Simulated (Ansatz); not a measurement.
In doubt: masses and optical values from hybrid runs of this build are listed as unsure (in some of the runs), which bears on the screening that GW takes from such a start.

System: LaInO3 (Pnma).

```yaml
crystal:
  lattice:
    - [5.94040, 0.00000, 0.00000]
    - [0.00000, 8.21580, 0.00000]
    - [0.00000, 0.00000, 5.72290]
  atoms:
    - { symbol: La, position: [0.94639, 0.25000, 0.01531] }
    - { symbol: La, position: [0.55361, 0.75000, 0.51531] }
    - { symbol: La, position: [0.44639, 0.25000, 0.48469] }
    - { symbol: La, position: [0.05361, 0.75000, 0.98469] }
    - { symbol: In, position: [0.00000, 0.00000, 0.50000] }
    - { symbol: In, position: [0.50000, 0.00000, 0.00000] }
    - { symbol: In, position: [0.50000, 0.50000, 0.00000] }
    - { symbol: In, position: [0.00000, 0.50000, 0.50000] }
    - { symbol: O, position: [0.04438, 0.25000, 0.61270] }
    - { symbol: O, position: [0.45562, 0.75000, 0.11270] }
    - { symbol: O, position: [0.54438, 0.25000, 0.88730] }
    - { symbol: O, position: [0.95562, 0.75000, 0.38730] }
    - { symbol: O, position: [0.19805, 0.05936, 0.19558] }
    - { symbol: O, position: [0.30195, 0.94064, 0.69558] }
    - { symbol: O, position: [0.69805, 0.44064, 0.30442] }
    - { symbol: O, position: [0.80195, 0.55936, 0.80442] }
    - { symbol: O, position: [0.80195, 0.94064, 0.80442] }
    - { symbol: O, position: [0.69805, 0.05936, 0.30442] }
    - { symbol: O, position: [0.30195, 0.55936, 0.69558] }
    - { symbol: O, position: [0.19805, 0.44064, 0.19558] }
```

Geometry: measured cell, ions relaxed with r2SCAN. The runs that relaxed it are not among those shown. Spin-orbit coupling is left out unless a run names it. PAW set soft_2, made with PBE.

Gaps computed with Ansatz 0.2.0 without a self-energy: HSE06 4.37 eV, r2SCAN 3.56 eV and PBE0 5.09 eV.

**Question.** What gap should G0W0 on HSE06 give (2×2×2 mesh, 436 empty bands, screening to 78 eV, default PAW files)?

About 4.79 eV: on its mesh the run moves the gap from 4.38 eV by +0.42 eV. Among the scalar-relativistic levels given, PBE0 is nearest (+0.30 eV). Bands and cutoff are finite, so the gap is not at the basis limit. The miss can reach some tenths of an eV and take either sign; the mesh is an error of its own. The 2×2×2 mesh is coarse for this cell (its supercell is 11 Å along the shortest edge). The RPA ε∞ on it, from the HSE06 start, is 3.69, 3.79 and 3.85; such meshes misread the long-range screening, most where the gap is narrow. Empty 4f levels lie among the conduction bands. Their place in the start is unsure; it enters the screening, and the edge itself where they lie low. The many-body steps are scalar-relativistic: spin-orbit coupling is not in them.

[Paths, hosts, dates, memory and timing lines, banners, echoed tables and standing remarks are left out of the program output.]

[Logs are printed without paths, hosts, clocks, repeated set-up lines and the standing remarks that a program may print on its own settings, such as how far it seeks lower states.]

[Runs of the session that timed out or met a known fault of the program may be left out.]

[Cells called generated may have been cut or substituted from an entry of the Crystallography Open Database or the Materials Project.]

[Hosts, paths, dates, database ids (printed as entryN), source tags and the programs' standing remarks are cut or masked in the printed files.]
